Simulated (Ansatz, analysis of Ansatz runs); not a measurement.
# Be-H pair in corundum: local vibrational mode, HSE06

Subject: Be-H pair in corundum. Wanted: its local vibrational mode, in one set-up (HSE06, 80-site cell, PBE lattice, 420 eV, k: the zone centre alone, relaxed with the hybrid). The model is a cell of 80 host atoms with Be put on another atom's site and H put in between. The frequencies come from force constants among the defect atom and its neighbours, with the masses of the isotopes named. Exact exchange opens the gap, stiffens bonds and lessens the self-interaction error, at many times the cost.

Measured beforehand: O-H stretch, 1H: 3060 cm⁻¹, by FTIR (quoted in “Vibrational properties of OH groups associated with divalent cations in corundum (α-Al2O3)”, 2023, Jollands et al., quoting earlier work (2022)). The runs below try to reproduce this.

Program: Ansatz 0.2.0. Level of theory: plane-wave PAW DFT, HSE06; relaxation of all atoms of a defect supercell. Results are calculated unless marked as measured.

### Step 1. Set-up

The cell holds 81 atoms: 31 Al, 1 Be, 48 O and 1 H. Its edges and angles: a = 10.362 Å, b = 10.362 Å, c = 10.362 Å, α = 55.3°, β = 55.3°, γ = 55.3°. It derives from Al2O3 (space group R-3c). Nearest the centre at fractional (0.313, 0.461, 0.579): O15 at 0.44 Å, H81 at 1.44 Å, Be4 at 1.44 Å, Al32 at 2.06 Å, Al13 at 2.13 Å, Al31 at 2.31 Å, O28 at 2.38 Å, O19 at 2.47 Å.

The host's primitive cell comes from a first run (plane-wave PAW DFT, PBE; relaxation of the host's cell and atoms): vectors of 5.181, 5.181 and 5.181 Å. That is 8.76 Å³ an atom, 3.0 % over the diffraction cell's volume. The supercell is built on it.

### Step 2. Relaxation, charge 0

Every later number rests on the structure around the defect, so the atoms are relaxed at the host's lattice first.

relax/input.yaml reads:

```yaml
relax:
  f_tol: 0.01
  max_steps: 80
  random_displacement: { amplitude: 0.02, seed: 626 }
crystal:
  lattice:
    - [4.80871308, 2.77631179, 8.74900354]
    - [-4.80871308, 2.77631179, 8.74900354]
    - [0.0, -5.55262359, 8.74900354]
  atoms:
    - { symbol: Al, position: [0.176072736, 0.176072736, 0.176072736] }
    - { symbol: Al, position: [0.073927264, 0.073927264, 0.073927264] }
    - { symbol: Al, position: [0.323927264, 0.323927264, 0.323927264] }
    - { symbol: Be, position: [0.426072736, 0.426072736, 0.426072736] }
    - { symbol: O, position: [0.278085818, 0.471914182, 0.125] }
    - { symbol: O, position: [0.125, 0.278085818, 0.471914182] }
    - { symbol: O, position: [0.471914182, 0.125, 0.278085818] }
    - { symbol: O, position: [0.221914182, 0.028085818, 0.375] }
    - { symbol: O, position: [0.375, 0.221914182, 0.028085818] }
    - { symbol: O, position: [0.028085818, 0.375, 0.221914182] }
    - { symbol: Al, position: [0.176072736, 0.176072736, 0.676072736] }
    - { symbol: Al, position: [0.073927264, 0.073927264, 0.573927264] }
    - { symbol: Al, position: [0.323927264, 0.323927264, 0.823927264] }
    - { symbol: Al, position: [0.426072736, 0.426072736, 0.926072736] }
    - { symbol: O, position: [0.278085818, 0.471914182, 0.625] }
    - { symbol: O, position: [0.125, 0.278085818, 0.971914182] }
    - { symbol: O, position: [0.471914182, 0.125, 0.778085818] }
    - { symbol: O, position: [0.221914182, 0.028085818, 0.875] }
    - { symbol: O, position: [0.375, 0.221914182, 0.528085818] }
    - { symbol: O, position: [0.028085818, 0.375, 0.721914182] }
    - { symbol: Al, position: [0.176072736, 0.676072736, 0.176072736] }
    - { symbol: Al, position: [0.073927264, 0.573927264, 0.073927264] }
    - { symbol: Al, position: [0.323927264, 0.823927264, 0.323927264] }
    - { symbol: Al, position: [0.426072736, 0.926072736, 0.426072736] }
    - { symbol: O, position: [0.278085818, 0.971914182, 0.125] }
    - { symbol: O, position: [0.125, 0.778085818, 0.471914182] }
    - { symbol: O, position: [0.471914182, 0.625, 0.278085818] }
    - { symbol: O, position: [0.221914182, 0.528085818, 0.375] }
    - { symbol: O, position: [0.375, 0.721914182, 0.028085818] }
    - { symbol: O, position: [0.028085818, 0.875, 0.221914182] }
    - { symbol: Al, position: [0.176072736, 0.676072736, 0.676072736] }
    - { symbol: Al, position: [0.073927264, 0.573927264, 0.573927264] }
    - { symbol: Al, position: [0.323927264, 0.823927264, 0.823927264] }
    - { symbol: Al, position: [0.426072736, 0.926072736, 0.926072736] }
    - { symbol: O, position: [0.278085818, 0.971914182, 0.625] }
    - { symbol: O, position: [0.125, 0.778085818, 0.971914182] }
    - { symbol: O, position: [0.471914182, 0.625, 0.778085818] }
    - { symbol: O, position: [0.221914182, 0.528085818, 0.875] }
    - { symbol: O, position: [0.375, 0.721914182, 0.528085818] }
    - { symbol: O, position: [0.028085818, 0.875, 0.721914182] }
    - { symbol: Al, position: [0.676072736, 0.176072736, 0.176072736] }
    - { symbol: Al, position: [0.573927264, 0.073927264, 0.073927264] }
    - { symbol: Al, position: [0.823927264, 0.323927264, 0.323927264] }
    - { symbol: Al, position: [0.926072736, 0.426072736, 0.426072736] }
    - { symbol: O, position: [0.778085818, 0.471914182, 0.125] }
    - { symbol: O, position: [0.625, 0.278085818, 0.471914182] }
    - { symbol: O, position: [0.971914182, 0.125, 0.278085818] }
    - { symbol: O, position: [0.721914182, 0.028085818, 0.375] }
    - { symbol: O, position: [0.875, 0.221914182, 0.028085818] }
    - { symbol: O, position: [0.528085818, 0.375, 0.221914182] }
    - { symbol: Al, position: [0.676072736, 0.176072736, 0.676072736] }
    - { symbol: Al, position: [0.573927264, 0.073927264, 0.573927264] }
    - { symbol: Al, position: [0.823927264, 0.323927264, 0.823927264] }
    - { symbol: Al, position: [0.926072736, 0.426072736, 0.926072736] }
    - { symbol: O, position: [0.778085818, 0.471914182, 0.625] }
    - { symbol: O, position: [0.625, 0.278085818, 0.971914182] }
    - { symbol: O, position: [0.971914182, 0.125, 0.778085818] }
    - { symbol: O, position: [0.721914182, 0.028085818, 0.875] }
    - { symbol: O, position: [0.875, 0.221914182, 0.528085818] }
    - { symbol: O, position: [0.528085818, 0.375, 0.721914182] }
    - { symbol: Al, position: [0.676072736, 0.676072736, 0.176072736] }
    - { symbol: Al, position: [0.573927264, 0.573927264, 0.073927264] }
    - { symbol: Al, position: [0.823927264, 0.823927264, 0.323927264] }
    - { symbol: Al, position: [0.926072736, 0.926072736, 0.426072736] }
    - { symbol: O, position: [0.778085818, 0.971914182, 0.125] }
    - { symbol: O, position: [0.625, 0.778085818, 0.471914182] }
    - { symbol: O, position: [0.971914182, 0.625, 0.278085818] }
    - { symbol: O, position: [0.721914182, 0.528085818, 0.375] }
    - { symbol: O, position: [0.875, 0.721914182, 0.028085818] }
    - { symbol: O, position: [0.528085818, 0.875, 0.221914182] }
    - { symbol: Al, position: [0.676072736, 0.676072736, 0.676072736] }
    - { symbol: Al, position: [0.573927264, 0.573927264, 0.573927264] }
    - { symbol: Al, position: [0.823927264, 0.823927264, 0.823927264] }
    - { symbol: Al, position: [0.926072736, 0.926072736, 0.926072736] }
    - { symbol: O, position: [0.778085818, 0.971914182, 0.625] }
    - { symbol: O, position: [0.625, 0.778085818, 0.971914182] }
    - { symbol: O, position: [0.971914182, 0.625, 0.778085818] }
    - { symbol: O, position: [0.721914182, 0.528085818, 0.875] }
    - { symbol: O, position: [0.875, 0.721914182, 0.528085818] }
    - { symbol: O, position: [0.528085818, 0.875, 0.721914182] }
    - { symbol: H, position: [0.199205818, 0.496250182, 0.731205] }
basis:
  ecutwfc: 420
  xc_grid: 2
hamiltonian:
  xc: hse06
kpoints:
  mp_grid: { grid: [1, 1, 1] }
scf:
  occupations: { method: fermi_dirac, width: 0.01 }
  max_iter: 120
output:
  forces: true
checkpoint:
  write: "../relax.run"
  compress: false
  write_wavefunctions: true
  write_every: 100000
```

Started as:

```
> ansatz run input.yaml --threads 4 --pin off --max-ram 7536MiB --backend cpu --events-out ev --progress --plain --runs-dir out
```

Numbers of over 12 decimals in the logs are rounded to 6 here.

The log of the run:

```text
[... repeated set-up lines and file paths are left out, and long positions are rounded to six places ...]
exact exchange: scf.exx.singularity resolves to wigner_seitz, which cuts the screened interaction at the faces of the exchange supercell's Wigner-Seitz cell, so that each pair interacts once, at the shortest of its separations (the periodic images that this [...]
Engine: ansatz 0.2.0, aarch64-unknown-linux-gnu
Pseudopotentials: kind: paw
Pseudopotential: Al, paw, valence charge 3, recommended cutoff 420 eV (normal), Al.paw.azcp
Pseudopotential: Be, paw, valence charge 2, recommended cutoff 420 eV (normal), Be.paw.azcp
Pseudopotential: O, paw, valence charge 6, recommended cutoff 420 eV (normal), O.paw.azcp
Pseudopotential: H, paw, valence charge 1, recommended cutoff 420 eV (normal), H.paw.azcp
Functional definition: HSE06
  parameter a = 0.25
  parameter omega = 0.11/bohr
  exchange = pbe_x - a*pbe_x_sr(omega) + a*exact_x_sr(omega)
  correlation = pbe_c
Crystal: 81 atoms, lattice volume = 700.821 Å³
Basis set: ecut = 420 eV, 13757 PW (Γ), exchange–correlation on 144×144×144 points (8 copies of the dense FFT grid, shifted against one another)
Bands: 273, of which v1, the nominal top of the filled ones, is band 192 counted from 1 (191 counted from 0)
Symmetry: 1 space group operations
k-points: 1
Non-local potential: Al, projectors of the file, l = 0: 2, l = 1: 2, l = 2: 1
Non-local potential: Be, projectors of the file, l = 0: 2, l = 1: 2, l = 2: 1
Non-local potential: O, projectors of the file, l = 0: 2, l = 1: 2, l = 2: 1
Non-local potential: H, projectors of the file, l = 0: 2, l = 1: 1
PAW form: soft (Blöchl's): semilocal exchange-correlation on the pseudo side does not see the compensation charge
PAW frozen core: Al, regenerated for the run's functional, and the local potential with it (the file was generated under x = pbe(κ = 0.804, μ = 0.219515), c = pbe(β = 0.066725))
PAW frozen core: Be, regenerated for the run's functional, and the local potential with it (the file was generated under x = pbe(κ = 0.804, μ = 0.219515), c = pbe(β = 0.066725))
PAW frozen core: O, regenerated for the run's functional, and the local potential with it (the file was generated under x = pbe(κ = 0.804, μ = 0.219515), c = pbe(β = 0.066725))
PAW one-centre angular grid: Al, 110 points (default); XC on 64 Gauss nodes
PAW one-centre angular grid: Be, 110 points (default); XC on 64 Gauss nodes
PAW one-centre angular grid: O, 110 points (default); XC on 96 Gauss nodes
PAW one-centre angular grid: H, 110 points (default); XC on 64 Gauss nodes
Initial density: superposition of atomic densities (neutral atoms: chi_scale 0, normalization atom), corrected by the library's trained network
Initial wavefunctions: pseudopotential atomic-orbital guess
Functional: x = pbe(κ = 0.804, μ = 0.219515), c = pbe(β = 0.066725), warm-up for x = pbe(κ = 0.804, μ = 0.219515) + 0.25 (exact − pbe) at short range (hse, ω = 0.207870 Å⁻¹), c = pbe(β = 0.066725); [...]
SCF iter   1: F=—  HF=-44121.016039 eV  |F-HF|=—  |Δ(HF+E_count)|=         —  Δρ=4.15e-3  dr2=2.21e-1  ethr=1.77e-3  ⟨swp⟩=17.0  Hψ=1935  notcnv=0  reapply=1
preconditioner: auto → none  [insulator: Δε(μ)=5.082 eV  Ē_g=17.186 eV  σ=0.010 eV  W_gap=1.00  n_scr=174 (ndim 8)  ℏωp=27.5 eV  f_vac=0.000  D(μ)=0.00/eV (n_scr^D=0)]
SCF iter   2: F=—  HF=-44120.975647 eV  |F-HF|=—  |Δ(HF+E_count)|=   4.04e-2  Δρ=1.80e-3  dr2=3.20e-2  ethr=5.75e-5  ⟨swp⟩=7.0  Hψ=812  notcnv=0
iter 3 solved again at ethr=3.50e-7 eV; its pass at ethr=8.33e-6 eV (dr2=1.34e-3 eV) is discarded
SCF iter   3: F=—  HF=-44120.969854 eV  |F-HF|=—  |Δ(HF+E_count)|=   5.79e-3  Δρ=5.24e-4  dr2=1.31e-3  ethr=3.50e-7  ⟨swp⟩=6.0  Hψ=1530  notcnv=0  defer=23
SCF iter   4: F=—  HF=-44120.969775 eV  |F-HF|=—  |Δ(HF+E_count)|=   7.92e-5  Δρ=1.31e-4  dr2=6.60e-5  ethr=3.40e-7  ⟨swp⟩=6.0  Hψ=732  notcnv=0  defer=14
SCF iter   5: F=—  HF=-44120.970384 eV  |F-HF|=—  |Δ(HF+E_count)|=   6.10e-4  Δρ=2.62e-5  dr2=2.49e-6  ethr=1.72e-8  ⟨swp⟩=6.0  Hψ=667  notcnv=0  defer=11
SCF iter   6: F=—  HF=-44120.970385 eV  |F-HF|=—  |Δ(HF+E_count)|=   7.65e-7  Δρ=5.90e-6  dr2=2.33e-7  ethr=6.49e-10  ⟨swp⟩=6.0  Hψ=672  notcnv=0  defer=8
SCF iter   7: F=-44120.970385 eV  HF=-44120.970385 eV  |F-HF|=1.81e-9  |Δ(HF+E_count)|=   2.06e-8  Δρ=1.63e-6  dr2=1.03e-8  ethr=6.07e-11  ⟨swp⟩=5.0  Hψ=642  notcnv=0  defer=7
SCF 1 converged in 7 iterations: F = -44120.970385 eV  dr2 = 1.03e-8
  greatest PAW one-centre occupation: 0.871 electrons in one spin orbital (limit 2), on the O atom at site 14 (counted from 0), in its partial waves of l = 0
Initial density: handed on by an earlier stage of this run
Initial wavefunctions: those handed on with the density
Functional: x = pbe(κ = 0.804, μ = 0.219515) + 0.25 (exact − pbe) at short range (hse, ω = 0.207870 Å⁻¹), c = pbe(β = 0.066725); HSE06 as pw.x's `hse` composes it (authors' and Libxc's form: `xc: wpbeh`)
Exchange kernel: α = 0.2500, screened, ω = 0.2079 Å⁻¹, Wigner–Seitz truncation, v(0) = 855.2438 eV·Å³, q-mesh 1×1×1, nearest image of the exchange supercell L = 9.62 Å, pair-density grid 45×45×45, without the augmentation charges, whose exchange is taken in [...]
Frozen-core exchange: fock
iter 1 solved again at ethr=4.69e-5 eV; its pass at ethr=1.00e-1 eV (dr2=1.80e-1 eV) is discarded
[...]
relax step  11: F+E_penalty+E_count = -44135.06508402 eV  Δ(F+E_penalty+E_count) = -7.128e-2 eV  max|allowed force component| = 4.105e-1 eV/Å  Δτ_max = 0.1958 Å  (10 SCF iters, dr2 threshold 1.00e-4 eV, accepted)
relax step  12: F+E_penalty+E_count = -44135.14575786 eV  Δ(F+E_penalty+E_count) = -8.067e-2 eV  max|allowed force component| = 4.826e-1 eV/Å  Δτ_max = 0.1953 Å  (10 SCF iters, dr2 threshold 6.22e-5 eV, accepted)
relax step  13: F+E_penalty+E_count = -44135.25285912 eV  Δ(F+E_penalty+E_count) = -1.071e-1 eV  max|allowed force component| = 5.529e-1 eV/Å  Δτ_max = 0.1955 Å  (10 SCF iters, dr2 threshold 8.60e-5 eV, accepted)
relax step  14: F+E_penalty+E_count = -44135.35998300 eV  Δ(F+E_penalty+E_count) = -1.071e-1 eV  max|allowed force component| = 2.945e-1 eV/Å  Δτ_max = 0.1953 Å  (12 SCF iters, dr2 threshold 1.00e-4 eV, accepted)
relax step  15: F+E_penalty+E_count = -44135.37102319 eV  Δ(F+E_penalty+E_count) = -1.104e-2 eV  max|allowed force component| = 1.116e0 eV/Å  Δτ_max = 0.1943 Å  (11 SCF iters, dr2 threshold 2.46e-5 eV, accepted)
relax step  16: F+E_penalty+E_count = -44135.41414415 eV  Δ(F+E_penalty+E_count) = -4.312e-2 eV  max|allowed force component| = 4.388e-1 eV/Å  Δτ_max = 0.0893 Å  (10 SCF iters, dr2 threshold 1.00e-4 eV, accepted)
relax step  17: F+E_penalty+E_count = -44135.45125756 eV  Δ(F+E_penalty+E_count) = -3.711e-2 eV  max|allowed force component| = 1.640e-1 eV/Å  Δτ_max = 0.0638 Å  (11 SCF iters, dr2 threshold 2.97e-5 eV, accepted)
relax step  18: F+E_penalty+E_count = -44135.46190525 eV  Δ(F+E_penalty+E_count) = -1.065e-2 eV  max|allowed force component| = 6.402e-2 eV/Å  Δτ_max = 0.0410 Å  (11 SCF iters, dr2 threshold 3.76e-6 eV, accepted)
relax step  19: F+E_penalty+E_count = -44135.46255080 eV  Δ(F+E_penalty+E_count) = -6.456e-4 eV  max|allowed force component| = 6.487e-2 eV/Å  Δτ_max = 0.0357 Å  (12 SCF iters, dr2 threshold 5.73e-7 eV, accepted)
relax step  20: F+E_penalty+E_count = -44135.46332386 eV  Δ(F+E_penalty+E_count) = -7.731e-4 eV  max|allowed force component| = 2.852e-2 eV/Å  Δτ_max = 0.0176 Å  (11 SCF iters, dr2 threshold 6.41e-7 eV, accepted)
relax step  21: F+E_penalty+E_count = -44135.46341368 eV  Δ(F+E_penalty+E_count) = -8.983e-5 eV  max|allowed force component| = 5.075e-3 eV/Å  Δτ_max = 0.0014 Å  (10 SCF iters, dr2 threshold 1.57e-7 eV, accepted)
[...]
relax step  22: F+E_penalty+E_count = -44135.46341368 eV  Δ(F+E_penalty+E_count) = -1.128e-9 eV  max|allowed force component| = 5.135e-3 eV/Å  Δτ_max = 0.0000 Å  (4 SCF iters, accepted)
hybrid SCF converged: 2 outer / 4 inner (+0 warm-up), last move |dexx| = 9.55e-11 eV, tail = 6.23e-10 eV
Stability not checked: this state was not tested for a lower state beside it, because the functional holds exact exchange (a hybrid, or Hartree-Fock), whose exchange loop this test does not read (fock_operator; see scf.lower_state_search)
Free energy (F): -44135.463414 eV
Harris-Foulkes:  -44135.463414 eV  (|F-HF|=2.26e-10)
Internal energy: -44135.463414 eV  (E = F + TS)
E sigma→0 (E₀):  -44135.463414 eV
Fermi energy:    9.978260 eV
--- Per-component energies (eV) ---
  E_band       = -304.012318
  E_kinetic    = 9483.302069
  E_local      = -16146.429158  (includes V_loc(G=0)·N_el)
  E_nonlocal   = 2520.334584
  E_hartree    = 5990.458056
  E_xc         = -3936.243088
  E_vxc        = -4447.021648  (∫ρ·V_xc dr)
  E_exx        = -1086.665156  (= α·E_x^exact, valence–valence)
  E_paw        = -22034.783990  (= ΣΔE_a)
  E_vpaw       = -1521.902953  (= ΣTr[D̂ρ^β])
  E_aug_tail   = 0.119024  (compensation charges beyond the density's cutoff)
  E_ewald      = -18922.877222
  E_core_change = -2.678531  (= ΣΔE_core)
  E_smearing   = -0.000000  (= −TS)
  E_closure    = -0.000000  (closes the sum)
  Σ components = -44135.463414   (vs F -44135.463414, Δ=0.00e0)
--- Forces (eV/Å), atoms counted from 1 ---
  atom   1  Al    -0.00036559    -0.00030561    -0.00008487
  atom   2  Al     0.00042932    -0.00118501    -0.00005673
  [... 1 atom left out ...]
  atom   4  Be    -0.00221866    -0.00120416    -0.00045076
  [... 8 atoms left out ...]
  atom  13  Al    -0.00158181     0.00098156    -0.00046952
  [... 1 atom left out ...]
  atom  15  O      0.00513481     0.00056736    -0.00462737
  [... 3 atoms left out ...]
  atom  19  O     -0.00049854    -0.00025467     0.00171406
  [... 7 atoms left out ...]
  atom  27  O     -0.00007400     0.00044065    -0.00026325
  atom  28  O     -0.00207303     0.00082642    -0.00041873
  [... 2 atoms left out ...]
  atom  31  Al     0.00222980    -0.00054993    -0.00233146
  atom  32  Al     0.00081422     0.00019354     0.00155337
  [... 13 atoms left out ...]
  atom  46  O      0.00151425     0.00109422     0.00139916
  [... 34 atoms left out ...]
  atom  81  H     -0.00317014     0.00138173     0.00317298
  max |Σ_I F_I| component: 1.68e-5 eV/Å
--- Band table (eV) ---
  k-point 0: bands = ["-14.6927", "-14.1003", "-13.6400", "-13.6270", [... 240 left out ...] "19.9477", "20.0348", "20.0411", "20.1400"]
  guard bands above this table: 25 of the run's 273 bands. The solve was not asked for them (output.publish_guard_bands: true or output.eigenvalues: true publishes all)
--- Relaxed structure (22 steps of the walk, 22 accepted, 0 SCFs on fresh bases) ---
  F+E_penalty+E_count = -44135.46341368 eV   max|allowed force component| = 5.135e-3 eV/Å
  atoms:
    - { symbol: Al, position: [0.175980, 0.173186, 0.180651] }
    - { symbol: Al, position: [0.071214, 0.075349, 0.077184] }
    [... 1 atom left out ...]
    - { symbol: Be, position: [0.508347, 0.425772, 0.364508] }
    [... 8 atoms left out ...]
    - { symbol: Al, position: [0.323176, 0.321945, 0.834149] }
    [... 1 atom left out ...]
    - { symbol: O, position: [0.273100, 0.451688, 0.637674] }
    [... 3 atoms left out ...]
    - { symbol: O, position: [0.366018, 0.220110, 0.538885] }
    [... 7 atoms left out ...]
    - { symbol: O, position: [0.479261, 0.621909, 0.275853] }
    - { symbol: O, position: [0.206259, 0.534017, 0.374393] }
    [... 2 atoms left out ...]
    - { symbol: Al, position: [0.167774, 0.683734, 0.680239] }
    - { symbol: Al, position: [0.073644, 0.575868, 0.568155] }
    [... 13 atoms left out ...]
    - { symbol: O, position: [0.628433, 0.281557, 0.466166] }
    [... 34 atoms left out ...]
    - { symbol: H, position: [0.314373, 0.358913, 0.600880] }
```

It took 23 min on 4 threads of Arm Neoverse V1, shared host; peak memory 1.9 GiB; 87 min of CPU time.

(Continued in part 2 of 2.)

[Logs are printed without paths, hosts, clocks, repeated set-up lines and the standing remarks that a program may print on its own settings, such as how far it seeks lower states.]

[Hosts, paths, dates, database ids (printed as entryN), source tags and the programs' standing remarks are cut or masked in the printed files.]

[For some hosts the program warned that the k-mesh of the response run may be too coarse for force constants and the static dielectric constant; such warnings are not shown here.]
